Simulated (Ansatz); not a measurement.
## Phonons of W-Au-Au-W stack of (111) layers

The plan: relax W-Au-Au-W stack of (111) layers, check its phonons, and, if the lattice is stable, compute its Eliashberg function and ρ(T).

Calculated with Ansatz 0.2.0; DFT PBEsol, scalar-relativistic, plane waves, PAW; PAW set soft_1.

Most raw output is cut from this account.

### 1. Starting point

The cell holds 4 atoms: 2 W and 2 Au. Its edges and angles: a = 2.885 Å, b = 2.885 Å, c = 18.067 Å, α = 90.0°, β = 90.0°, γ = 120.0°. Vacuum lies along c.

### 2. Rough relaxation

The start is far from rest, so a relaxation with loose thresholds does the first part.

Contents of input.yaml:

```yaml
crystal:
  lattice:
    - [2.885, 0.0, 0.0]
    - [-1.4425, 2.49848, 0.0]
    - [0.0, 0.0, 18.06677]
  atoms:
    - { symbol: W, position: [0.0, 0.0, 0.30442635] }
    - { symbol: Au, position: [0.33333333, 0.66666667, 0.43480878] }
    - { symbol: Au, position: [0.66666667, 0.33333333, 0.56519122] }
    - { symbol: W, position: [0.0, 0.0, 0.69557365] }
  periodic: [true, true, false]
kpoints:
  mp_grid: { grid: [9, 9, 1] }
hamiltonian:
  xc: pbesol
  pseudopotentials: { kind: paw, azcp: { folder: soft_1 }, xc_functional: pbe }
scf:
  occupations: { method: gaussian, width: 0.1 }
output:
  forces: true
  stress: true
  eigenvalues: true
relax:
  adjacent_minimum: "off"
  f_tol: 0.05
  max_steps: 80
  cell: { stress_2d_tol: 0.02 }
```

Launch:

```bash
ansatz run input.yaml --threads 4 --pin off --max-ram 12288MiB --backend cpu --events-out ev --progress --plain --runs-dir out
```

Run time: 23 s. Hardware: 4 threads of Arm Neoverse V1, shared host; peak memory 0.66 GiB.

Step by step:

```
step  energy less that of the first step (eV)  largest force component (eV/Å)  volume (Å³)
   1                                   0.0000                          0.8645       273.43
   2                                  -0.2353                          1.7315       247.32
   3                                  -0.5206                          0.1617       252.44
   4                                  -0.5437                          0.0565       248.47
   5                                  -0.5462                          0.0130       247.26
   6                                  -0.5463                          0.0010       247.07
  7*                                  -0.5442                          0.0008       247.07
```

Relaxation steps marked * repeat the geometry before them on a plane-wave basis chosen anew for their cell, so energy and pressure can jump there.

Forces are held to the 12 operations that the run works with; a distortion that breaks them can't arise in this run.

```
cell as run  before  after  change
      a (Å)   2.885  2.742  -4.9 %
      b (Å)   2.885  2.742  -4.9 %
```

The atoms that moved most (Å, along periodic axes as changes of fractional coordinates times the final cell, across vacuum about the mean position):

```
atom     dx     dy      dz  length
  W1  0.000  0.000  -0.123   0.123
  W4  0.000  0.000   0.123   0.123
 Au3  0.000  0.000   0.107   0.107
 Au2  0.000  0.000  -0.107   0.107
```

The relaxed structure:

```xyz
4
Lattice="2.7424 0.0000 0.0000 -1.3712 2.3750 0.0000 0.0000 0.0000 37.9335" Properties=species:S:1:pos:R:3
W     0.0000    0.0000    5.3775
Au    0.0000    1.5833    7.7483
Au    1.3712    0.7917   10.3185
W     0.0000    0.0000   12.6893
```

Numbers from this step:

- metallic on mesh: yes
- gap on the k-mesh: 0 eV

The relaxation ends with a largest force component of 8.0e-4 eV/Å.

### 3. Relaxation

The structure is brought to rest under this functional.

input.yaml, the sections that differ from step 2:

```yaml
crystal:
  lattice:
    - [2.7424223729, 0.0, 0.0]
    - [-1.3712111864, 2.3750074428, 0.0]
    - [0.0, 0.0, 37.9335366104]
  atoms:
    - { symbol: W, position: [0.0, 0.0, 0.1417600299] }
    - { symbol: Au, position: [0.3333333333, 0.6666666667, 0.204259682] }
    - { symbol: Au, position: [0.6666666667, 0.3333333333, 0.272014655] }
    - { symbol: W, position: [0.0, 0.0, 0.3345143071] }
  periodic: [true, true, false]
kpoints:
  mp_grid: { grid: [12, 12, 1] }
relax:
  adjacent_minimum: "off"
  f_tol: 0.005
  max_steps: 80
  cell: { stress_2d_tol: 0.02 }
# hamiltonian, scf, output: as in step 2
```

Elapsed: 24 s, on 4 threads; peak memory 0.7 GiB.

Relaxation path:

```
step  energy less that of the first step (eV)  largest force component (eV/Å)  volume (Å³)
   1                                   0.0000                          0.0881       247.07
   2                                   0.0039                          0.1189       248.80
   3                                  -0.0050                          0.0182       248.89
   4                                  -0.0051                          0.0095       248.81
   5                                  -0.0051                          0.0002       248.88
   6                                  -0.0053                          0.0001       248.88
```

The log counts 1 steps on a newly chosen plane-wave basis, not all of them marked here; energy and pressure can jump at such steps. Relaxation step 2 was tried and not accepted.

```
cell as run  before  after  change
      a (Å)   2.742  2.752  +0.4 %
      b (Å)   2.742  2.752  +0.4 %
```

The atoms that moved most (Å, along periodic axes as changes of fractional coordinates times the final cell, across vacuum about the mean position):

```
atom     dx     dy      dz  length
  W1  0.000  0.000   0.045   0.045
  W4  0.000  0.000  -0.045   0.045
 Au3  0.000  0.000  -0.020   0.020
 Au2  0.000  0.000   0.020   0.020
```

Final coordinates:

```xyz
4
Lattice="2.7524 0.0000 0.0000 -1.3762 2.3837 0.0000 0.0000 0.0000 37.9335" Properties=species:S:1:pos:R:3
W     0.0000    0.0000    5.4228
Au    0.0000    1.5891    7.7682
Au    1.3762    0.7946   10.2986
W     0.0000    0.0000   12.6440
```

The relaxation ends with a largest force component of 1.4e-4 eV/Å.

### 4. Relaxing tightly for phonons

Phonons are second derivatives about the minimum, so the remaining forces must be small: the thresholds are tightened.

input.yaml, the sections that differ from step 3:

```yaml
crystal:
  lattice:
    - [2.7524184078, 0.0, 0.0]
    - [-1.3762092039, 2.383664263, 0.0]
    - [0.0, 0.0, 37.9335366104]
  atoms:
    - { symbol: W, position: [0.0, 0.0, 0.1429545221] }
    - { symbol: Au, position: [0.3333333333, 0.6666666667, 0.2047838561] }
    - { symbol: Au, position: [0.6666666667, 0.3333333333, 0.2714904809] }
    - { symbol: W, position: [0.0, 0.0, 0.3333198149] }
  periodic: [true, true, false]
scf:
  occupations: { method: methfessel_paxton, width: 0.2 }
relax:
  adjacent_minimum: "off"
  f_tol: 0.001
  max_steps: 60
  cell: { stress_2d_tol: 0.002 }
# kpoints, hamiltonian, output: as in step 3
```

The job ended after 18 s (4 threads; peak memory 0.71 GiB).

Little changed from the start: no atom moved by 0.005 Å and no cell edge by 0.1 %.

### 5. Lattice stability: q 2×2×1, k 6×6×1

Couplings are defined for a stable lattice alone, so phonons come first.

Contents of input.yaml:

```yaml
crystal:
  lattice:
    - [2.7524791643, 0.0, 0.0]
    - [-1.3762395822, 2.3837168797, 0.0]
    - [0.0, 0.0, 37.9335366104]
  atoms:
    - { symbol: W, position: [0.0, 0.0, 0.1429683814] }
    - { symbol: Au, position: [0.3333333333, 0.6666666667, 0.2047804911] }
    - { symbol: Au, position: [0.6666666667, 0.3333333333, 0.2714938459] }
    - { symbol: W, position: [0.0, 0.0, 0.3333059556] }
  periodic: [true, true, false]
kpoints:
  mp_grid: { grid: [6, 6, 1] }
hamiltonian:
  xc: pbesol
  pseudopotentials: { kind: paw, azcp: { folder: soft_1 }, xc_functional: pbe }
scf:
  occupations: { method: methfessel_paxton, width: 0.2 }
output:
  eigenvalues: true
phonons:
  method: dfpt
  qmesh: [2, 2, 1]
  temperatures: { t_max: 1000, t_step: 50 }
  qpath:
    path:
      - [0.0, 0.0, 0.0]
      - [0.5, 0.0, 0.0]
      - [0.33333333, 0.33333333, 0.0]
      - [0.0, 0.0, 0.0]
    npoints: 10
```

It took 1.7 min on 4 threads; peak memory 1.1 GiB; 6.4 min of CPU time.

This step gave:

| Quantity | Value |
| --- | --- |
| share of imaginary modes in the plain interpolation between solved wavevectors | 0.0499 |
| highest frequency, solved or plainly interpolated | 198.3 cm⁻¹ |

Solved on the 2×2×1 mesh alone; all other wavevectors are interpolated. Phonon branches along the path, in cm⁻¹:

```
  point  branch 1  branch 2  branch 3  branch 4  branch 9  branch 10  branch 11  branch 12
      Γ         0         0         0        20        72         72        133        149
halfway       -28        37        50        71       124        134        145        150
      M       -57        37        66        77       138        143        197        198
halfway        15        61        74        76       131        134        189        190
      K        64        64        95        95       164        164        165        169
halfway       -12        45        60        75       124        132        154        157
      Γ         0         0         0        20        72         72        133        149
```

Lowest modes at the softest wavevector of the mesh. Modes at q = (0.000, 0.500, 0.000), with each element's share of the kinetic energy (negative means imaginary):

```
mode  frequency (cm⁻¹)  W %  Au %
   1             -57.3  100     0
   2              37.0   99     1
   3              66.4   13    87
   4              76.8    6    94
   5              94.5    0   100
   6             101.6    1    99
```

Displacements in mode 1 (-57.3 cm⁻¹), the largest set to 1, in the home cell:
```
W1  -1.00  0.00  0.00
Au2  0.07  0.00  0.00
Au3  0.07  0.00  0.00
W4   1.00  0.00  0.00
```

Displacements in mode 2 (37.0 cm⁻¹), the largest set to 1, in the home cell:
```
W1   1.00  0.00  0.00
Au2 -0.08  0.00  0.00
Au3  0.08  0.00  0.00
W4   1.00  0.00  0.00
```

Among the solved wavevectors the lowest mode, translations apart, is -57.3 cm⁻¹, imaginary.

### 6. Phonons: q 3×3×1, k 9×9×1

An imaginary mode on so few k-points may come from the sampling, so the phonons are repeated with another q and k mesh.

input.yaml, as its differences from that of step 5:

```diff
@@ -12,3 +12,3 @@
 kpoints:
-  mp_grid: { grid: [6, 6, 1] }
+  mp_grid: { grid: [9, 9, 1] }
 hamiltonian:
@@ -22,3 +22,3 @@
   method: dfpt
-  qmesh: [2, 2, 1]
+  qmesh: [3, 3, 1]
   temperatures: { t_max: 1000, t_step: 50 }
```

Run time: 5.9 min. Hardware: 4 threads; peak memory 1.5 GiB.

This step gave:

```
share of imaginary modes in the plain interpolation between solved wavevectors : 0.062
highest frequency, solved or plainly interpolated                              : 195.8 cm⁻¹
```

Solved on the 3×3×1 mesh alone; all other wavevectors are interpolated. The phonon branches at the labelled points (cm⁻¹):

```
  point  branch 1  branch 2  branch 3  branch 4  branch 9  branch 10  branch 11  branch 12
      Γ         0         0         0        14        66         66        132        150
halfway        56        57        60        82       138        143        153        154
      M       -35       -21        59        59       167        170        194        196
halfway       -64       -41       -28        28       142        147        184        186
      K      -111       -92        53        53       157        159        159        165
halfway        50        64        72        81       141        147        156        156
      Γ         0         0         0        14        66         66        132        150
```

Lowest modes at the softest wavevector of the mesh. Modes at q = (0.333, 0.333, 0.000), with each element's share of the kinetic energy (negative means imaginary):

```
mode  frequency (cm⁻¹)  W %  Au %
   1            -110.8  100     0
   2             -91.7   99     1
   3              52.7   72    28
   4              52.7   72    28
   5              75.6   68    32
   6              75.6   68    32
```

Displacements in mode 1 (-110.8 cm⁻¹), the largest set to 1, in the home cell (x, y, z of the real part, then of the imaginary part):
```
W1   0.00  0.00  1.00  0.00  0.00  0.00
Au2  0.00  0.03  0.00  0.03  0.00  0.00
Au3 -0.02 -0.01  0.00  0.01 -0.02  0.00
W4   0.00  0.00  1.00  0.00  0.00  0.00
```

Displacements in mode 6 (75.6 cm⁻¹), the largest set to 1, in the home cell (x, y, z of the real part, then of the imaginary part):
```
W1   1.00  0.72  0.00  0.01 -0.26  0.00
Au2  0.01  0.00  0.58  0.00  0.01  0.60
Au3 -0.01  0.00 -0.84  0.00  0.01  0.00
W4   0.97  0.76  0.00 -0.24  0.08  0.00
```

The modes has structure finer than the step of the table below, so its rows give means over 10 cm⁻¹, whole bins alone (the curve runs from -121 to 211 cm⁻¹). Peaks (cm⁻¹: height): Au 52.5: 0.04, 96.4: 0.0799, 150.7: 0.0430, 175.7: 0.0547; W -74.9: 0.0126, -18.5: 0.0186, 54.6: 0.0649, 79.6: 0.0426, 117.2: 0.0388, 150.7: 0.0696.

Phonopy on the run's constants, 21x21x1 mesh, Gaussian sigma 2.4 cm⁻¹. The modes by wavenumber; means over each step; values in 1/cm⁻¹/cell:

```
wavenumber (cm⁻¹)       Au        W
             -110   6.0e-6  0.00204
             -100   1.9e-5  0.00271
              -90   7.1e-5  0.00610
              -80   1.0e-4  0.00465
              -70   2.3e-4  0.00738
              -60   1.8e-4  0.00371
              -50   3.3e-4  0.00555
              -40   7.9e-4  0.00892
              -30   3.4e-4  0.00975
              -20   7.9e-4   0.0128
              -10   2.8e-4  0.00638
                0   4.8e-4  0.00262
               10  0.00109  0.00447
               20  0.00316   0.0174
               30  0.00742   0.0236
               40   0.0109   0.0319
               50   0.0288   0.0519
               60   0.0255   0.0533
               70   0.0270   0.0390
               80   0.0497   0.0367
               90   0.0591   0.0216
              100   0.0710   0.0184
              110   0.0449   0.0242
              120   0.0397   0.0355
              130   0.0251   0.0221
              140   0.0255   0.0356
              150   0.0338   0.0587
              160   0.0209   0.0376
              170   0.0394   0.0133
              180   0.0472  0.00150
              190   0.0322   9.4e-4
              200  0.00392   1.1e-4
```

No LO-TO term; unit eigenvectors of the mass-weighted matrix. The modes at Γ (shares of kinetic energy by element, %):

```
mode  frequency (cm⁻¹)  symmetry  W %  Au %
   1               0.0   unnamed   48    52
   2               0.0   unnamed   48    52
   3               0.0   unnamed   48    52
   4              14.1        Eg   47    53
   5              14.1        Eg   47    53
   6              62.0       A1g   71    29
   7              64.1   unnamed   53    47
   8              64.1   unnamed   53    47
   9              65.6   unnamed   52    48
  10              65.6   unnamed   52    48
  11             132.1       A2u   52    48
  12             150.2       A1g   29    71
```

Displacements in mode 4 (14.1 cm⁻¹), the largest set to 1:
```
W1   0.31 -0.98  0.00
Au2  0.31 -1.00  0.00
Au3 -0.31  1.00  0.00
W4  -0.31  0.98  0.00
```

Displacements in mode 7 (64.1 cm⁻¹), the largest set to 1:
```
W1   0.06 -1.00  0.00
Au2 -0.06  0.92  0.00
Au3  0.06 -0.92  0.00
W4  -0.06  1.00  0.00
```

Among the solved wavevectors the lowest mode, translations apart, is -111 cm⁻¹, imaginary.

### 7. Results

- phonon run of the rows without a label of their own: PBEsol, q 3×3×1, k 9×9×1
- softest mode on the q mesh: -111 cm⁻¹ at q = (0.333, 0.333, 0)
- highest frequency, solved or plainly interpolated: 196 cm⁻¹

In words: The lattice is dynamically unstable at this level: a mode at q = (0.333, 0.333, 0) is imaginary, 111i cm⁻¹, so no harmonic coupling constant or resistivity is defined for this structure. These meshes are coarse, and single modes of a metal can move by tens of cm⁻¹ with the k mesh. The coarser mesh found an imaginary mode at another wavevector, which this mesh lacks. Spin–orbit coupling, left out here, matters for Au and W. The PAW files were made for PBE; under other functionals the run regenerates their frozen core. The structure was built by hand as an ordered model, and its stability against other phases was not tested.

[Logs are printed without paths, hosts, clocks, repeated set-up lines and the standing remarks that a program may print on its own settings, such as how far it seeks lower states.]

[Hosts, paths, dates, database ids (printed as entryN), source tags and the programs' standing remarks are cut or masked in the printed files.]
